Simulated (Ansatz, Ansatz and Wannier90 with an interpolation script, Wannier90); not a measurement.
Rows from a G0W0 calculation on CdTe (F-43m) (Ansatz 0.2.0; G0W0 on LDA, plane waves, PAW; 6×6×6 mesh, 302 empty bands, screening to 160 eV), in eV. Spin-orbit coupling is left out.

The database entry behind the starting cell differs from later determinations by our own check (an axis about 1.1 % short against later determinations), so it need not match the best structure at ambient conditions.

```
row  k  band  start       Σx  Σc at the solution      Vxc
  A  Γ    c1  8.230   -9.830              -3.774  -14.003
  B  Γ    v1  7.621  -17.995               1.140  -16.476
```

Question: Give the quasiparticle energies and the shift of each level.

The quasiparticle equation reads E = start + Σx + Σc(E) − Vxc.

```
row  E (eV)  shift (eV)
  A   8.629      +0.399
  B   7.242      −0.379
```

Limits: not at the basis limit; no spin-orbit coupling; coarse k mesh.

[Paths, hosts, dates, memory and timing lines, banners, echoed tables and standing remarks are left out of the program output.]

[Logs are printed without paths, hosts, clocks, repeated set-up lines and the standing remarks that a program may print on its own settings, such as how far it seeks lower states.]

[Runs of the session that timed out or met a known fault of the program may be left out.]

[Hosts, paths, dates, database ids (printed as entryN), source tags and the programs' standing remarks are cut or masked in the printed files.]
